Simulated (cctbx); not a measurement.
# Diagnosing a refinement

Cell a = 3.8510 Å, b = 3.8510 Å, c = 7.8540 Å, α = 90.00°, β = 90.00°, γ = 90.00°; space group P4/mmm (no. 123).

The data are simulated with cctbx, not measured: Ag Kα, λ = 0.56087 Å, to d = 0.84 Å, 80 % of the full sphere, strongest reflection 20000 counts, noise from counting, a 1.5 % proportional error and a noise floor of 15 counts (s.d.); no absorption.

An isotropic refinement with weights 1/σ² prints:

```text
Rint 0.020, 92 unique reflections to 0.84 A
cycle     R1     wR2    GooF  max shift (A)
   1  0.5466  0.8597  46.710   0.24255
   3  0.0110  0.0172   0.936   0.00002
final R1 0.0110 wR2 0.0172 GooF 0.936  parameters 8  data/parameter 11.5
atom        x        y        z      Ueq    occ   su(xyz)  su(Uiso or U11)
Sn1    0.00000  0.00000  0.00000   0.0033  1.000  0.00000  0.0002
Cu1    0.50000  0.50000  0.00000   0.0039  1.000  0.00000  0.0002
Mn1    0.00000  0.00000  0.50000   0.0047  1.000  0.00000  0.0003
Mn2    0.00000  0.50000  0.75262   0.0040  1.000  0.00007  0.0001
Mn3    0.50000  0.50000  0.50000   0.0042  1.000  0.00000  0.0002
N1     0.50000  0.50000  0.74179   0.0067  1.000  0.00057  0.0009
difference map: max 0.49 min -0.51 rms 0.10
Q1    0.0000  0.0000  0.1915    2    0.50  1.50 A from Sn1
Q2    0.0000  0.0000  0.4447    2    0.44  0.43 A from Mn1
Q3    0.0000  0.0000  0.3108    2    0.39  1.49 A from Mn1
Q4    0.0000  0.2302  0.1152    8    0.31  1.27 A from Sn1
Q5    0.5000  0.5000  0.3672    2    0.30  0.86 A from N1
Q6    0.1337  0.1337  0.4182    8    0.30  0.97 A from Mn1
```

Q: Accept it or mend it, and why?

It can stand. The set-up had a fault (start far from the minimum), but the refinement still reached the right minimum: R1 = 0.0110, wR2 = 0.0172, GooF = 0.94 against R1 = 0.0110, wR2 = 0.0172, GooF = 0.94 for the right model.

The compound is Mn6CuSnN2. The right model at the same level gives:

```text
Rint 0.020, 92 unique reflections to 0.84 A
cycle     R1     wR2    GooF  max shift (A)
   1  0.1400  0.2610  14.178   0.03235
   2  0.0110  0.0172   0.936   0.00000
final R1 0.0110 wR2 0.0172 GooF 0.936  parameters 8  data/parameter 11.5
atom        x        y        z      Ueq    occ   su(xyz)  su(Uiso or U11)
Sn1    0.00000  0.00000  0.00000   0.0033  1.000  0.00000  0.0002
Cu1    0.50000  0.50000  0.00000   0.0039  1.000  0.00000  0.0002
Mn1    0.00000  0.00000  0.50000   0.0047  1.000  0.00000  0.0003
Mn2    0.00000  0.50000  0.75262   0.0040  1.000  0.00007  0.0001
Mn3    0.50000  0.50000  0.50000   0.0042  1.000  0.00000  0.0002
N1     0.50000  0.50000  0.74179   0.0067  1.000  0.00057  0.0009
difference map: max 0.49 min -0.51 rms 0.10
Q1    0.0000  0.0000  0.1915    2    0.50  1.50 A from Sn1
Q2    0.0000  0.0000  0.4447    2    0.44  0.43 A from Mn1
Q3    0.0000  0.0000  0.3108    2    0.39  1.49 A from Mn1
Q4    0.0000  0.2302  0.1152    8    0.31  1.27 A from Sn1
Q5    0.5000  0.5000  0.3672    2    0.30  0.86 A from N1
Q6    0.1337  0.1337  0.4182    8    0.30  0.97 A from Mn1
```

This is a model crystal, built by substitution and not relaxed, with assumed displacement parameters.

[Middle refinement cycles are left out of these outputs.]

[Logs are printed without paths, hosts, clocks, repeated set-up lines and the standing remarks that a program may print on its own settings, such as how far it seeks lower states.]
